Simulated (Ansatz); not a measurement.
# Current against voltage: 1,4-phenylene with amine and nitrile ends, between Au atomic chains, part 2 of 2

Aim: the current at finite bias, with the potential solved under it.

Ansatz 0.2.0; DFT PBE, plane waves, PAW; relaxation of a junction, electrodes held but for their tips (the session's first sound run).

So far. Step 2 (Relaxation of the scattering region): The largest force component on a free atom ends at 0.050 eV/Å, under the limit of 0.07. The apex atoms end 10.70 Å apart, and their nearest bridge atoms lie at 2.38 Å (Au–N) and 2.03 Å (Au–N).

## 3. Current against voltage

This step: DFT PBE, plane waves, PAW; current against voltage, self-consistent under bias (Ansatz 0.2.0).

Vacuum beyond both ends lets the two leads hold different Fermi levels, and the density is solved anew at each bias. Each lead has 16 atoms, since a wire screens slowly.

The input, input.yaml:

```yaml
crystal:
  lattice:
    - [9.81, 0.0, 0.0]
    - [0.0, 6.0, 0.0]
    - [0.0, 0.0, 101.6067817756]
  atoms:
    - { symbol: Au, position: [0.5, 0.361368691, 0.0] }
    - { symbol: Au, position: [0.5, 0.361368691, 0.025588843] }
    - { symbol: Au, position: [0.5, 0.361368691, 0.051177686] }
    - { symbol: Au, position: [0.5, 0.361368691, 0.076766529] }
    - { symbol: Au, position: [0.5, 0.361368691, 0.102355373] }
    - { symbol: Au, position: [0.5, 0.361368691, 0.127944216] }
    - { symbol: Au, position: [0.5, 0.361368691, 0.153533059] }
    - { symbol: Au, position: [0.5, 0.361368691, 0.179121902] }
    - { symbol: Au, position: [0.5, 0.361368691, 0.204710745] }
    - { symbol: Au, position: [0.5, 0.361368691, 0.230299588] }
    - { symbol: Au, position: [0.5, 0.361368691, 0.255888431] }
    - { symbol: Au, position: [0.5, 0.361368691, 0.281477274] }
    - { symbol: Au, position: [0.5, 0.361368691, 0.307066118] }
    - { symbol: Au, position: [0.5, 0.361368691, 0.332654961] }
    - { symbol: Au, position: [0.5, 0.1540843503, 0.3554118561] }
    - { symbol: Au, position: [0.5, 0.3005454015, 0.3790411223] }
    - { symbol: "N", position: [0.5, 0.5086246854, 0.3989801246] }
    - { symbol: C, position: [0.5, 0.440701027, 0.4123154306] }
    - { symbol: C, position: [0.3766159316, 0.4067143077, 0.4190894841] }
    - { symbol: C, position: [0.3762873339, 0.3508781937, 0.4323522109] }
    - { symbol: C, position: [0.5, 0.3251765854, 0.439295029] }
    - { symbol: C, position: [0.6237126661, 0.3508781937, 0.4323522109] }
    - { symbol: C, position: [0.6233840684, 0.4067143077, 0.4190894841] }
    - { symbol: C, position: [0.5, 0.281872727, 0.4530879585] }
    - { symbol: "N", position: [0.5, 0.2543667153, 0.4644656016] }
    - { symbol: H, position: [0.5846230305, 0.5981830206, 0.3964523774] }
    - { symbol: H, position: [0.4153769695, 0.5981830206, 0.3964523774] }
    - { symbol: H, position: [0.279960234, 0.4286887813, 0.4139074431] }
    - { symbol: H, position: [0.2797480077, 0.3298018416, 0.4375336867] }
    - { symbol: H, position: [0.7202519923, 0.3298018416, 0.4375336867] }
    - { symbol: H, position: [0.720039766, 0.4286887813, 0.4139074431] }
    - { symbol: Au, position: [0.5, 0.2007045942, 0.4842216627] }
    - { symbol: Au, position: [0.5, 0.1052222406, 0.5086283421] }
    - { symbol: Au, position: [0.5, 0.361368691, 0.529558961] }
    - { symbol: Au, position: [0.5, 0.361368691, 0.555147804] }
    - { symbol: Au, position: [0.5, 0.361368691, 0.580736647] }
    - { symbol: Au, position: [0.5, 0.361368691, 0.60632549] }
    - { symbol: Au, position: [0.5, 0.361368691, 0.631914333] }
    - { symbol: Au, position: [0.5, 0.361368691, 0.657503177] }
    - { symbol: Au, position: [0.5, 0.361368691, 0.68309202] }
    - { symbol: Au, position: [0.5, 0.361368691, 0.708680863] }
    - { symbol: Au, position: [0.5, 0.361368691, 0.734269706] }
    - { symbol: Au, position: [0.5, 0.361368691, 0.759858549] }
    - { symbol: Au, position: [0.5, 0.361368691, 0.785447392] }
    - { symbol: Au, position: [0.5, 0.361368691, 0.811036235] }
    - { symbol: Au, position: [0.5, 0.361368691, 0.836625078] }
    - { symbol: Au, position: [0.5, 0.361368691, 0.862213922] }
kpoints:
  mp_grid: { grid: [1, 1, 1] }
scf:
  occupations: { method: fermi_dirac, width: 0.1 }
hamiltonian:
  xc: pbe
output:
  current_voltage:
    leads: [[9, 10], [36, 37]]
    bias: [0.5, 1.0, -0.5, -1.0]
    electrode_ends: [15, 31]
    kmesh: [1, 1]
  write_potential: true
  write_density: true
  volumetric_format: npy
basis:
  ecutwfc: "340 eV"
```

Launch:

```console
ansatz run input.yaml --threads 8 --pin off --max-ram 16384MiB --backend cpu --events-out ev --progress --plain --runs-dir out
```

Numbers of over 12 decimals in the logs are rounded to 6 here.

Output:

```text
[...]
Crystal: 47 atoms, lattice volume = 5980.575 Å³
Basis set: ecut = 340 eV, 84911 PW (Γ)
Bands: 392, of which v1, the nominal top of the filled ones, is band 326 counted from 1 (325 counted from 0)
Symmetry: 2 space group operations
[...]
k-points: 1
[...]
SCF iter   1: F=—  HF=-423353.055453 eV  |F-HF|=—  |Δ(HF+E_count)|=         —  Δρ=3.13e-3  dr2=9.83e0  ethr=1.77e-3  ⟨swp⟩=9.0  Hψ=1770  notcnv=0  defer=24
[...]
SCF iter  15: F=-423352.398152 eV  HF=-423352.398152 eV  |F-HF|=3.31e-8  |Δ(HF+E_count)|=   9.70e-8  Δρ=5.50e-7  dr2=5.25e-8  ethr=1.53e-11  ⟨swp⟩=6.0  Hψ=739  notcnv=0
SCF 1 converged in 15 iterations: F = -423352.398152 eV  dr2 = 5.25e-8
[...]
bias +0 V, iteration  1: dr2 9.93e1 eV, mean Fermi level -3.1333 eV
bias +0 V, iteration  2: dr2 1.82e1 eV, mean Fermi level -3.3752 eV
bias +0 V, iteration  3: dr2 2.96e1 eV, mean Fermi level -3.3093 eV
bias +0 V, iteration  4: dr2 4.76e0 eV, mean Fermi level -3.3535 eV
bias +0 V, iteration  5: dr2 2.20e0 eV, mean Fermi level -3.3871 eV
bias +0 V, iteration  6: dr2 4.78e-1 eV, mean Fermi level -3.3857 eV
bias +0 V, iteration  7: dr2 6.57e-1 eV, mean Fermi level -3.3736 eV
bias +0 V, iteration  8: dr2 2.84e-1 eV, mean Fermi level -3.3507 eV
bias +0 V, iteration  9: dr2 7.93e-2 eV, mean Fermi level -3.3535 eV
bias +0 V, iteration 10: dr2 1.31e-1 eV, mean Fermi level -3.3550 eV
bias +0 V, iteration 11: dr2 4.56e-2 eV, mean Fermi level -3.3497 eV
bias +0 V, iteration 12: dr2 1.24e-2 eV, mean Fermi level -3.3465 eV
bias +0 V, iteration 13: dr2 3.53e-3 eV, mean Fermi level -3.3461 eV
bias +0 V, iteration 14: dr2 2.62e-3 eV, mean Fermi level -3.3470 eV
bias +0 V, iteration 15: dr2 1.86e-3 eV, mean Fermi level -3.3472 eV
bias +0 V, iteration 16: dr2 8.63e-4 eV, mean Fermi level -3.3466 eV
bias +0 V, iteration 17: dr2 4.47e-4 eV, mean Fermi level -3.3471 eV
bias +0 V, iteration 18: dr2 2.94e-4 eV, mean Fermi level -3.3470 eV
bias +0 V, iteration 19: dr2 1.61e-4 eV, mean Fermi level -3.3472 eV
bias +0 V, iteration 20: dr2 1.68e-4 eV, mean Fermi level -3.3472 eV
bias +0 V, iteration 21: dr2 2.18e-4 eV, mean Fermi level -3.3470 eV
bias +0 V, iteration 22: dr2 4.92e-5 eV, mean Fermi level -3.3469 eV
bias +0 V, iteration 23: dr2 1.60e-5 eV, mean Fermi level -3.3469 eV
bias +0 V, iteration 24: dr2 6.91e-6 eV, mean Fermi level -3.3469 eV
bias +0 V, iteration 25: dr2 3.49e-6 eV, mean Fermi level -3.3469 eV
bias +0 V, iteration 26: dr2 4.18e-6 eV, mean Fermi level -3.3469 eV
bias +0 V, iteration 27: dr2 2.73e-6 eV, mean Fermi level -3.3469 eV
bias +0 V, iteration 28: dr2 7.83e-7 eV, mean Fermi level -3.3469 eV
bias +0 V, iteration 29: dr2 4.06e-7 eV, mean Fermi level -3.3469 eV
bias +0 V, iteration 30: dr2 3.16e-7 eV, mean Fermi level -3.3469 eV
bias +0 V, iteration 31: dr2 2.46e-7 eV, mean Fermi level -3.3469 eV
bias +0 V, iteration 32: dr2 2.05e-7 eV, mean Fermi level -3.3469 eV
bias +0 V, iteration 33: dr2 1.16e-7 eV, mean Fermi level -3.3469 eV
bias +0 V, iteration 34: dr2 8.24e-8 eV, mean Fermi level -3.3469 eV
bias +0.5 V, iteration  1: dr2 2.36e2 eV, mean Fermi level -3.1886 eV
bias +0.5 V, iteration  2: dr2 3.55e1 eV, mean Fermi level -3.2681 eV
bias +0.5 V, iteration  3: dr2 1.67e1 eV, mean Fermi level -3.3010 eV
bias +0.5 V, iteration  4: dr2 1.09e1 eV, mean Fermi level -3.3292 eV
bias +0.5 V, iteration  5: dr2 3.14e0 eV, mean Fermi level -3.3600 eV
bias +0.5 V, iteration  6: dr2 1.87e0 eV, mean Fermi level -3.3651 eV
[...]
bias -1 V, iteration  7: dr2 6.75e-5 eV, mean Fermi level -3.3418 eV
bias -1 V, iteration  8: dr2 3.35e-5 eV, mean Fermi level -3.3419 eV
bias -1 V, iteration  9: dr2 9.28e-6 eV, mean Fermi level -3.3419 eV
bias -1 V, iteration 10: dr2 7.47e-6 eV, mean Fermi level -3.3419 eV
bias -1 V, iteration 11: dr2 8.35e-6 eV, mean Fermi level -3.3419 eV
bias -1 V, iteration 12: dr2 7.68e-6 eV, mean Fermi level -3.3419 eV
bias -1 V, iteration 13: dr2 1.12e-5 eV, mean Fermi level -3.3419 eV
bias -1 V, iteration 14: dr2 1.06e-6 eV, mean Fermi level -3.3419 eV
bias -1 V, iteration 15: dr2 3.37e-6 eV, mean Fermi level -3.3419 eV
bias -1 V, iteration 16: dr2 2.03e-7 eV, mean Fermi level -3.3419 eV
bias -1 V, iteration 17: dr2 4.68e-7 eV, mean Fermi level -3.3419 eV
bias -1 V, iteration 18: dr2 7.96e-8 eV, mean Fermi level -3.3419 eV
transmission: 8 of 73 steps passed
transmission: 15 of 73 steps passed
[...]
transmission: 73 of 73 steps passed
WARN: The output density's exchange-correlation potential varies sharply where the density is thin. Do not read a vacuum level from v_tot or v_xc, or from such a field of the output density. On a cell that repeats whose density bears no net charge and no dipole along the vacuum's axis use v_es (v_loc + v_h of the components); under efield.dipole_correction with no amplitude use v_es + v_field, which holds any externa [...]
SCF converged after 15 iterations
Free energy (F): -423352.398152 eV
[...]
Internal energy: -423351.135150 eV  (E = F + TS)
E sigma→0 (E₀):  -423351.766651 eV
Entropy (-TS):   -1.263001 eV (-26.872 meV/atom)
Fermi energy:    -3.530952 eV
[...]
--- Band table (eV) ---
  k-point 0: bands = [... 322 lower, -3.6843, -3.6837, -3.6836, -3.6824, -3.6150, -3.5791, -3.2488, -3.1901, ... 62 higher]
--- Current–voltage curve ---
  leads      : [9, 10] from 0.00 to 33.80 and [36, 37] from 53.81 to 87.61 Å, reservoirs outside 21.51 and 66.10
  electrodes : end at 38.51 and 49.20 Å
  density    : 461 bands, filled at a thermal energy of 2.585e-2 eV; current at 300 K
  bias (V)   current (A)   every other point   every other energy   edges, levels   drop (V)   electrons moved   misfit (meV)   iterations
        +0      0.0000e0                   -             0.0000e0        0.0000e0     +0.000            0.00e0          429.4   34
      +0.5     8.9879e-8                   -            8.9880e-8      3.3685e-13     +0.500           1.31e-2          431.6   37
        +1     1.4916e-7                   -            1.4860e-7       1.3179e-8     +0.999           2.77e-2          433.6   15
      -0.5    -2.1894e-7                   -           -2.1898e-7      2.3391e-13     -0.499          -1.20e-2          427.1   20
        -1    -5.3431e-7                   -           -5.3448e-7       5.0231e-9     -0.997          -2.26e-2          424.9   18
  At 0 V the conductance is 4.3079e-7 S, 7.3189e11 S/m².
```

The job ended after 71 min (8 threads of Arm Neoverse N1, shared host; peak memory 9.1 GiB; 8.7 h of CPU time).

This step gave:

```
conductance at zero bias    : 0.005560 G₀
current at the highest bias : 0.1492 μA
largest misfit of the leads : 433.6 meV
```

Cell area 58.860 Å^2. The current through one cell by bias:

```tsv
bias (V)	current through one cell (μA)
-1.000	-0.534
-0.500	-0.219
0.000	0
0.500	0.0899
1.000	0.149
```

Bias 0 V. Table of transmission and channels at 0 V by energy, zero at the mean Fermi level:

```tsv
energy (eV)	transmission	channels, lower lead	channels, upper lead
-0.259	0.00369	4	4
-0.233	0.00432	4	4
-0.207	0.00543	3	3
-0.181	0.00541	3	3
-0.155	0.00286	3	3
-0.129	0.00542	3	3
-0.103	0.00563	3	3
-0.078	0.00534	3	3
-0.052	0.00258	1	1
-0.026	0.00941	1	1
0.000	0.00474	1	1
0.026	0.00411	1	1
0.052	0.00380	1	1
0.078	0.00359	1	1
0.103	0.00343	1	1
0.129	0.00331	1	1
0.155	0.00320	1	1
0.181	0.00312	1	1
0.207	0.00306	1	1
0.233	0.00302	1	1
0.259	0.00300	1	1
```

Bias 1 V. The transmission and channels at 1 V by energy, zero at the mean Fermi level:

```tsv
energy (eV)	transmission	channels, lower lead	channels, upper lead
-0.776	0.00183	5	4
-0.750	0.00531	5	4
-0.698	0.00488	5	3
-0.620	0.0142	5	3
-0.543	1.8e-5	6	1
-0.491	8.1e-4	6	1
-0.414	0.00241	5	1
-0.336	0.00140	4	1
-0.259	0.00177	4	1
-0.181	0.00273	4	1
-0.155	0.00274	4	1
-0.103	0.00217	4	1
-0.026	0.00136	4	1
0.000	0.00122	4	1
0.026	0.00112	4	1
0.103	0.00103	4	1
0.181	0.00120	4	1
0.259	0.00175	4	1
0.336	0.00227	3	1
0.414	0.00301	3	1
0.439	0.00326	1	1
0.491	0.00281	1	1
0.543	0.00339	1	1
0.620	0.00411	1	1
0.698	0.00515	1	1
0.776	0.00691	1	1
```

Bias -0.5 V. Transmission and channels at -0.5 V against energy, zero at the mean Fermi level:

```tsv
energy (eV)	transmission	channels, lower lead	channels, upper lead
-0.517	0.00293	4	4
-0.491	0.00409	4	4
-0.465	0.00455	3	4
-0.439	0.00459	3	4
-0.414	0.00442	3	4
-0.388	0.00390	3	4
-0.362	0.00552	3	4
-0.310	0.00609	1	4
-0.284	0.00376	1	4
-0.259	0.00541	1	4
-0.233	0.00562	1	4
-0.207	0.00564	1	4
-0.181	0.00556	1	4
-0.155	0.00541	1	4
-0.129	0.00522	1	4
-0.103	0.00504	1	4
-0.078	0.00490	1	4
-0.052	0.00483	1	4
-0.026	0.00486	1	4
0.000	0.00499	1	4
0.026	0.00522	1	4
0.052	0.00555	1	3
0.078	0.00522	1	3
0.103	0.00311	1	3
0.129	0.00548	1	3
0.155	0.00530	1	3
0.181	0.00467	1	3
0.207	5.7e-4	1	1
0.233	0.00687	1	1
0.259	0.00518	1	1
0.284	0.00478	1	1
0.310	0.00464	1	1
0.362	0.00463	1	1
0.388	0.00471	1	1
0.414	0.00483	1	1
0.439	0.00500	1	1
0.465	0.00521	1	1
0.491	0.00547	1	1
0.517	0.00579	1	1
```

Bias -1 V. The transmission and channels at -1 V by energy, zero at the mean Fermi level:

```tsv
energy (eV)	transmission	channels, lower lead	channels, upper lead
-0.776	0.00502	4	5
-0.724	0.00607	4	5
-0.672	0.0681	3	5
-0.620	0.0208	3	5
-0.569	0.0136	1	6
-0.543	0.0251	1	6
-0.517	0.0106	1	6
-0.465	0.00740	1	6
-0.414	0.00527	1	5
-0.336	0.0270	1	4
-0.284	0.00379	1	4
-0.233	0.00399	1	4
-0.181	0.00404	1	4
-0.129	0.00448	1	4
-0.078	0.00502	1	4
-0.026	0.00546	1	4
0.000	0.00563	1	4
0.026	0.00576	1	4
0.078	0.00587	1	4
0.129	0.00588	1	4
0.181	0.00604	1	4
0.233	0.00666	1	4
0.284	0.00819	1	3
0.336	0.00726	1	3
0.414	0.00949	1	3
0.465	0.0435	1	1
0.517	0.0107	1	1
0.569	0.0111	1	1
0.620	0.0125	1	1
0.672	0.0146	1	1
0.724	0.0178	1	1
0.776	0.0225	1	1
```

Hartree potential energy less that at 0 V, planar mean against z:

```tsv
z (Å)	0.5 V (eV)	1 V (eV)	-0.5 V (eV)	-1 V (eV)
-5	0.0642	0.128	-0.0705	-0.140
0	0.217	0.431	-0.219	-0.440
5	0.242	0.482	-0.245	-0.489
10	0.246	0.489	-0.248	-0.496
15	0.246	0.490	-0.246	-0.493
20	0.247	0.491	-0.248	-0.496
25	0.246	0.490	-0.246	-0.493
30	0.243	0.483	-0.242	-0.485
35	0.226	0.450	-0.223	-0.446
40	0.147	0.302	-0.137	-0.267
45	0.00277	0.0241	0.0132	0.0401
50	-0.177	-0.352	0.181	0.362
55	-0.245	-0.492	0.244	0.483
60	-0.253	-0.508	0.252	0.502
65	-0.255	-0.511	0.253	0.505
70	-0.255	-0.510	0.252	0.502
75	-0.253	-0.509	0.253	0.504
80	-0.254	-0.509	0.252	0.501
85	-0.244	-0.488	0.242	0.481
90	-0.168	-0.336	0.163	0.325
```

The electron density less that at 0 V, planar mean (0.5 V) oscillates, so the rows of the table below give means over windows of 5 Å about each position, cut where the curve ends. Its first 14 maxima inside the range that stand out by 2 % of the span (Å: e/Å³): -0.8: 8.9e-5, 2.1: 1.3e-5, 19.5: 7.1e-6, 23.9: 1.7e-5, 28.6: 3.7e-5, 31.7: -6.6e-6, 33.0: 2.3e-5, 34.5: 5.5e-5, 35.8: 3.2e-6, 36.4: 2.7e-5, 37.7: 5.9e-5, 38.5: 5.4e-5, 39.2: 1.2e-4, 40.5: 2.1e-5. Its first 14 minima: 1.5: -3.7e-7, 18.0: -5.0e-6, 22.1: -1.3e-5, 25.8: -2.8e-5, 30.7: -3.0e-5, 32.0: -1.6e-5, 33.3: -4.0e-6, 35.4: -2.2e-5, 36.1: -4.4e-5, 37.1: -6.4e-6, 38.2: 6.4e-7, 38.9: 4.1e-5, 40.2: -1.1e-5, 40.8: -3.5e-7.

Table of electron density less that at 0 V, planar mean by z; means over each step:

```tsv
z (Å)	0.5 V (e/Å³)	1 V (e/Å³)	-0.5 V (e/Å³)	-1 V (e/Å³)
-5	6.4e-7	1.5e-6	-1.7e-6	-2.5e-6
0	3.3e-5	6.5e-5	-3.2e-5	-6.5e-5
5	4.7e-6	9.4e-6	-5.0e-6	-8.4e-6
10	7.0e-7	1.4e-6	-5.6e-7	-1.9e-6
15	2.7e-7	6.0e-7	1.5e-6	2.8e-6
20	-1.5e-6	-2.8e-6	-7.3e-8	5.7e-7
25	-1.8e-6	-3.8e-6	2.2e-6	3.9e-6
30	3.8e-6	7.3e-6	-4.2e-6	-9.2e-6
35	1.2e-5	2.2e-5	-1.3e-5	-2.8e-5
40	1.3e-5	2.6e-5	-1.3e-5	-2.5e-5
45	2.0e-5	4.6e-5	-1.5e-5	-2.6e-5
50	-3.5e-5	-7.3e-5	3.1e-5	5.9e-5
55	-1.2e-5	-2.6e-5	1.2e-5	2.2e-5
60	5.9e-7	1.8e-6	-2.0e-7	4.9e-7
65	-3.4e-6	-6.7e-6	2.7e-6	5.6e-6
70	-8.4e-7	-1.1e-6	1.2e-6	2.5e-6
75	4.7e-7	1.7e-7	2.9e-7	5.6e-7
80	-1.7e-6	-3.1e-6	1.3e-6	2.6e-6
85	-1.0e-5	-2.0e-5	1.0e-5	2.0e-5
90	-2.7e-5	-5.4e-5	2.7e-5	5.4e-5
```

By hand: at 1 V the window reaches from -0.5 to 0.5 eV, and the mean transmission a spin over it is 0.00186. With sharp Fermi edges I = G0 × V × T̄ = 77.48 μS × 1 V × 0.00186 = 0.144 μA, against 0.149 μA from the program at 300 K.

The zero-bias conductance is 0.00556 G₀; current over voltage goes 0.00690 at -1 V, 0.00565 at -0.5 V, 0.00232 at +0.5 V and 0.00193 at +1 V in the same unit. The leads' misfit reaches 434 meV.

## 4. Current against voltage

This step: DFT PBE, plane waves, PAW; current against voltage, self-consistent under bias; changed: output.current_voltage.bias = [], scf.max_iter = 80 (Ansatz 0.2.0).

The input of the bias sweep is made doubtful on purpose.

Changes to input.yaml since step 3:

```diff
@@ -57,2 +57,3 @@
   occupations: { method: fermi_dirac, width: 0.1 }
+  max_iter: 80
 hamiltonian:
@@ -62,3 +63,3 @@
     leads: [[9, 10], [36, 37]]
-    bias: [0.5, 1.0, -0.5, -1.0]
+    bias: []
     electrode_ends: [15, 31]
```

Output:

```text
Error: invalid value for `output.current_voltage.bias`: must list at least one voltage
```

It took 0.08 s on 8 threads; peak memory 0.075 GiB.

The input was rejected at the start.

The program's message: “Error: invalid value for `output.current_voltage.bias`: must list at least one voltage”

The change that led to it: output.current_voltage.bias = [].

## 5. Summary of results

| Quantity | Value |
| --- | --- |
| conductance at zero bias | 0.00556 G₀ |
| current at -1 V | -0.534 μA |
| current at -0.5 V | -0.219 μA |
| current at +0.5 V | 0.0899 μA |
| current at +1 V | 0.149 μA |

What this shows: The junction conducts 0.00556 G₀ at zero bias and carries 0.149 μA at 1.00 V. At 1.00 V the current is 0.35 times what the zero-bias conductance would give; over all biases of the sweep that ratio lies between 0.35 and 1.2. Of the 1.00 V, 1.00 V drops at the junction. The leads' misfit reaches 434 meV, above the few hundredths of an eV that the manual allows, so the currents are rough. The rectification ratio at ±1.0 V is 0.28. A wire screens slowly, so the current depends on the leads' length and the box width; neither was converged here. Semilocal functionals put a molecule's frontier levels too near the Fermi level, so conductances off resonance usually come out too high. Transport is coherent and elastic here: the atoms are frozen, so scattering by vibrations plays no part. Spin-orbit coupling is left out, which matters for the bands of heavy atoms. The box is narrow for bonds this long, so the chain feels its sideways images. A cutoff under the files' recommended one was taken to save time; its effect on T(E) was not tested here.

[Logs are printed without paths, hosts, clocks, repeated set-up lines and the standing remarks that a program may print on its own settings, such as how far it seeks lower states.]

[Hosts, paths, dates, database ids (printed as entryN), source tags and the programs' standing remarks are cut or masked in the printed files.]
